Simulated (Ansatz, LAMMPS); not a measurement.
**A faulty run on glassy 69SiO2-19Al2O3-6SrO-6Li2O (mol %) (106 atoms)**

Program: Ansatz 0.2.0. The cell: 22 Si, 12 Al, 2 Sr, 4 Li and 66 O.

input.yaml reads:

```yaml
crystal:
  lattice:
    - [10.8397, 0.0, 0.0]
    - [0.0, 10.8397, 0.0]
    - [0.0, 0.0, 10.8397]
  atoms:
    - { symbol: Si, position: [0.90312, 0.94763, 0.67871] }
    - { symbol: Si, position: [0.61895, 0.7652, 0.51069] }
    - { symbol: Si, position: [0.73772, 0.16161, 0.58421] }
    - { symbol: Si, position: [0.77252, 0.44773, 0.63253] }
    - { symbol: Si, position: [0.00156, 0.82511, 0.05768] }
    - { symbol: Si, position: [0.94204, 0.38662, 0.29629] }
    - { symbol: Si, position: [0.41325, 0.26684, 0.93473] }
    - { symbol: Si, position: [0.21236, 0.76637, 0.86394] }
    - { symbol: Si, position: [0.77793, 0.01047, 0.03002] }
    - { symbol: Si, position: [0.47165, 0.41428, 0.61296] }
    - { symbol: Si, position: [0.48389, 0.72582, 0.94276] }
    - { symbol: Si, position: [0.2805, 0.56957, 0.14302] }
    - { symbol: Si, position: [0.05454, 0.43082, 0.03017] }
    - { symbol: Si, position: [0.39456, 0.90052, 0.59455] }
    - { symbol: Si, position: [0.62741, 0.79921, 0.17641] }
    - { symbol: Si, position: [0.11639, 0.41599, 0.52812] }
    - { symbol: Si, position: [0.26474, 0.62528, 0.63363] }
    - { symbol: Si, position: [0.60042, 0.49849, 0.37815] }
    [... 82 atom lines left out ...]
    - { symbol: O, position: [0.89714, 0.91386, 0.00182] }
    - { symbol: O, position: [0.87211, 0.25314, 0.30363] }
    - { symbol: O, position: [0.93622, 0.70815, 0.12939] }
    - { symbol: O, position: [0.09334, 0.77837, 0.95611] }
    - { symbol: O, position: [0.20842, 0.65308, 0.7673] }
    - { symbol: O, position: [0.7901, 0.67606, 0.87744] }
kpoints:
  mp_grid: { grid: [1, 1, 1] }
hamiltonian:
  xc: pbe
scf:
  occupations: { method: fermi_dirac, width: 0.025 }
  max_iter: 60
output:
  forces: true
basis:
  ecutwfc: "50 eV"
```

Started as:

```console
$ ansatz run input.yaml --threads 4 --pin off --max-ram 8192MiB --backend cpu --events-out ev --progress --plain --runs-dir out
```

Numbers of over 12 decimals in the logs are rounded to 6 here.

What it wrote:

```text
Warning: basis.ecutwfc = 50 eV is below the records' recommended 420 eV, and the density's cutoff is lower with it unless basis.ecutrho_ratio is high enough to keep the records' density cutoff: compare with a run at a higher cutoff
Engine: ansatz 0.2.0, aarch64-unknown-linux-gnu
Pseudopotentials: kind: paw
Pseudopotential: Si, paw, valence charge 4, recommended cutoff 420 eV (normal), Si.paw.azcp
Pseudopotential: Al, paw, valence charge 3, recommended cutoff 420 eV (normal), Al.paw.azcp
Pseudopotential: Sr, paw, valence charge 10, recommended cutoff 420 eV (normal), Sr.paw.azcp
Pseudopotential: Li, paw, valence charge 3, recommended cutoff 420 eV (normal), Li.paw.azcp
Pseudopotential: O, paw, valence charge 6, recommended cutoff 420 eV (normal), O.paw.azcp
Functional definition: PBE
  parameter kappa = 0.804
  parameter beta = 0.066725
  exchange = pbe_x(kappa = kappa, mu = beta*pi^2/3)
  correlation = pbe_c(beta = beta)
Crystal: 106 atoms, lattice volume = 1273.655 Å³
Basis set: ecut = 50 eV, 1021 PW (Γ), exchange–correlation on 50×50×50 points (8 copies of the dense FFT grid, shifted against one another)
Bands: 382, of which v1, the nominal top of the filled ones, is band 276 counted from 1 (275 counted from 0)
Symmetry: 1 space group operations
Space group: P1 (ITA 1), of the structure as read, at distance tolerance 1.1e-4 Å
k-points: 1
Non-local potential: Si, projectors of the file, l = 0: 2, l = 1: 2, l = 2: 2
Non-local potential: Al, projectors of the file, l = 0: 2, l = 1: 2, l = 2: 1
Non-local potential: Sr, projectors of the file, l = 0: 3, l = 1: 2, l = 2: 2
Non-local potential: Li, projectors of the file, l = 0: 3, l = 1: 2, l = 2: 1
Non-local potential: O, projectors of the file, l = 0: 2, l = 1: 2, l = 2: 1
PAW form: soft (Blöchl's): semilocal exchange-correlation on the pseudo side does not see the compensation charge
PAW one-centre angular grid: Si, 110 points (default); XC on 64 Gauss nodes
PAW one-centre angular grid: Al, 110 points (default); XC on 64 Gauss nodes
PAW one-centre angular grid: Sr, 110 points (default); XC on 64 Gauss nodes
PAW one-centre angular grid: Li, 110 points (default); XC on 64 Gauss nodes
PAW one-centre angular grid: O, 110 points (default); XC on 64 Gauss nodes
Initial density: superposition of atomic densities (neutral atoms: chi_scale 0, normalization atom), corrected by the library's trained network
Initial wavefunctions: pseudopotential atomic-orbital guess
Functional: x = pbe(κ = 0.804, μ = 0.219515), c = pbe(β = 0.066725)
SCF iter   1: F=—  HF=-61959.444566 eV  |F-HF|=—  |Δ(HF+E_count)|=         —  Δρ=7.34e-1  dr2=5.87e3  ethr=1.77e-3  ⟨swp⟩=1.0  Hψ=1021  notcnv=0
preconditioner: auto → LDOS  [metal: Δε(μ)=0.014 eV  Ē_g=13.011 eV  σ=0.025 eV  W_gap=0.14  n_scr=256 (ndim 8)  ℏωp=23.5 eV  f_vac=0.153  D(μ)=43.94/eV (n_scr^D=340)  β→1.0]
SCF iter   2: F=—  HF=-58107.140442 eV  |F-HF|=—  |Δ(HF+E_count)|=    3.85e3  Δρ=9.22e-2  dr2=1.56e2  ethr=1.77e-3  ⟨swp⟩=5.0  Hψ=1210  notcnv=0  defer=86
SCF iter   3: F=—  HF=-58054.247681 eV  |F-HF|=—  |Δ(HF+E_count)|=    5.29e1  Δρ=2.83e-2  dr2=3.09e1  ethr=1.77e-3  ⟨swp⟩=4.0  Hψ=844  notcnv=0  defer=39
automatic band count: iteration 3 solves 320 bands in place of 382: the levels show a gap, and the empty bands left out lie too high to hold charge; the band table lists the bands solved (type scf.n_extra_bands for more)
SCF iter   4: F=—  HF=-58045.282586 eV  |F-HF|=—  |Δ(HF+E_count)|=    8.97e0  Δρ=1.01e-2  dr2=4.21e0  ethr=1.77e-3  ⟨swp⟩=6.0  Hψ=843  notcnv=0  defer=39
SCF iter   5: F=—  HF=-58044.462242 eV  |F-HF|=—  |Δ(HF+E_count)|=   8.20e-1  Δρ=4.85e-3  dr2=2.20e0  ethr=7.62e-4  ⟨swp⟩=4.0  Hψ=584  notcnv=0  defer=38
SCF iter   6: F=—  HF=-58043.953109 eV  |F-HF|=—  |Δ(HF+E_count)|=   5.09e-1  Δρ=1.39e-3  dr2=1.80e-1  ethr=3.98e-4  ⟨swp⟩=5.0  Hψ=504  notcnv=0  defer=38
SCF iter   7: F=—  HF=-58043.908570 eV  |F-HF|=—  |Δ(HF+E_count)|=   4.45e-2  Δρ=5.79e-4  dr2=1.86e-2  ethr=3.25e-5  ⟨swp⟩=3.0  Hψ=527  notcnv=0  defer=38
SCF iter   8: F=—  HF=-58043.905235 eV  |F-HF|=—  |Δ(HF+E_count)|=   3.33e-3  Δρ=2.49e-4  dr2=1.81e-3  ethr=3.36e-6  ⟨swp⟩=2.0  Hψ=486  notcnv=0  defer=38
SCF iter   9: F=—  HF=-58043.905084 eV  |F-HF|=—  |Δ(HF+E_count)|=   1.52e-4  Δρ=1.12e-4  dr2=3.01e-4  ethr=3.27e-7  ⟨swp⟩=3.0  Hψ=556  notcnv=0  defer=38
SCF iter  10: F=—  HF=-58042.468582 eV  |F-HF|=—  |Δ(HF+E_count)|=    1.44e0  Δρ=2.78e-4  dr2=1.28e-3  ethr=5.46e-8  ⟨swp⟩=4.0  Hψ=953  notcnv=0  defer=38
SCF iter  11: F=—  HF=-58042.468430 eV  |F-HF|=—  |Δ(HF+E_count)|=   1.51e-4  Δρ=2.28e-4  dr2=7.58e-4  ethr=5.46e-8  ⟨swp⟩=2.0  Hψ=434  notcnv=0  defer=38
SCF iter  12: F=—  HF=-58042.468421 eV  |F-HF|=—  |Δ(HF+E_count)|=   9.86e-6  Δρ=1.65e-4  dr2=7.91e-4  ethr=5.46e-8  ⟨swp⟩=2.0  Hψ=484  notcnv=0  defer=38
SCF iter  13: F=—  HF=-58042.468282 eV  |F-HF|=—  |Δ(HF+E_count)|=   1.39e-4  Δρ=1.13e-4  dr2=2.19e-4  ethr=5.46e-8  ⟨swp⟩=2.0  Hψ=468  notcnv=0  defer=38
SCF iter  14: F=—  HF=-58042.468233 eV  |F-HF|=—  |Δ(HF+E_count)|=   4.91e-5  Δρ=5.94e-5  dr2=5.59e-5  ethr=3.98e-8  ⟨swp⟩=3.0  Hψ=486  notcnv=0  defer=38
SCF iter  15: F=—  HF=-58042.468218 eV  |F-HF|=—  |Δ(HF+E_count)|=   1.45e-5  Δρ=1.10e-5  dr2=2.54e-6  ethr=1.01e-8  ⟨swp⟩=2.0  Hψ=477  notcnv=0  defer=38
SCF iter  16: F=-58042.468217 eV  HF=-58042.468218 eV  |F-HF|=3.94e-7  |Δ(HF+E_count)|=   4.22e-7  Δρ=5.91e-6  dr2=6.46e-7  ethr=1.81e-10  ⟨swp⟩=4.0  Hψ=952  notcnv=0
SCF 1 converged in 16 iterations: F = -58042.468217 eV  dr2 = 6.46e-7
[...]
SCF converged after 16 iterations
Free energy (F): -58042.468217 eV
Harris-Foulkes:  -58042.468218 eV  (|F-HF|=3.94e-7)
Internal energy: -58042.468180 eV  (E = F + TS)
E sigma→0 (E₀):  -58042.468198 eV
Entropy (-TS):   -0.000038 eV (-0.000 meV/atom)
Fermi energy:    10.704383 eV
--- Per-component energies (eV) ---
  E_band       = -2155.093034
  E_kinetic    = 10672.496309
  E_local      = -14122.946923  (includes V_loc(G=0)·N_el)
  E_nonlocal   = 1950.829291
  E_hartree    = 3800.668144
  E_xc         = -6777.975748
  E_vxc        = -7777.370031  (∫ρ·V_xc dr)
  E_paw        = -30997.532285  (= ΣΔE_a)
  E_vpaw       = -473.611038  (= ΣTr[D̂ρ^β])
  E_aug_tail   = -5.833170  (compensation charges beyond the density's cutoff)
  E_ewald      = -22562.173798
  E_smearing   = -0.000038  (= −TS)
  E_closure    = -0.000000  (closes the sum)
  Σ components = -58042.468217   (vs F -58042.468217, Δ=0.00e0)
--- Forces (eV/Å), atoms counted from 1 ---
  atom   1  Si     5.43216023     5.78225504   -11.01400273
  atom   2  Si    -1.94698912    -3.21734908     4.71785516
  atom   3  Si     6.83777852     9.83679370   -10.61226437
  atom   4  Si   -14.41117133   -11.98989243   -11.83249849
  atom   5  Si    -8.76308132    -7.07143037    -6.24482903
  atom   6  Si    -0.83533161    -7.44035731    -7.51267287
  atom   7  Si    -3.71011038    -1.88679847     4.07696142
  atom   8  Si    -0.05646320    -0.48631054     8.39092081
  atom   9  Si     9.58616748    -3.32691928    12.29443084
  atom  10  Si    -5.45339093     9.79124210    -5.70937642
  atom  11  Si     3.17975648    -0.12448377    -5.67811513
  atom  12  Si    -6.86040095    -9.95584630     3.63352582
  atom  13  Si     0.25856069    -1.81714325     4.21434162
  atom  14  Si    -6.42781162   -14.55481893    -1.20543149
[...]
atom 105  O    -11.22020577   -16.30703345     8.63600652
  atom 106  O      7.33029939    22.25636668     1.44249595
  max |Σ_I F_I| component: 1.24e-1 eV/Å
```

It took 3.3 s on 4 threads of Arm Neoverse V2, shared host; peak memory 0.43 GiB.

Against a sound run (Kohn-Sham DFT, PBE, PAW (set soft_2), plane waves):

* r.m.s. difference of force components: 8971 meV/Å
* longest difference of force vectors: 40230 meV/Å
* force difference over r.m.s. force: 630.5 %

**Question.** What is wrong with this input, and how is it mended?

A cutoff far too low: basis.ecutwfc = "50 eV".

The fix is to take out basis.ecutwfc.

The run converged all the same, so the exit status doesn't show the fault.

[Logs are printed without paths, hosts, clocks, repeated set-up lines and the standing remarks that a program may print on its own settings, such as how far it seeks lower states.]

[Hosts, paths, dates, database ids (printed as entryN), source tags and the programs' standing remarks are cut or masked in the printed files.]
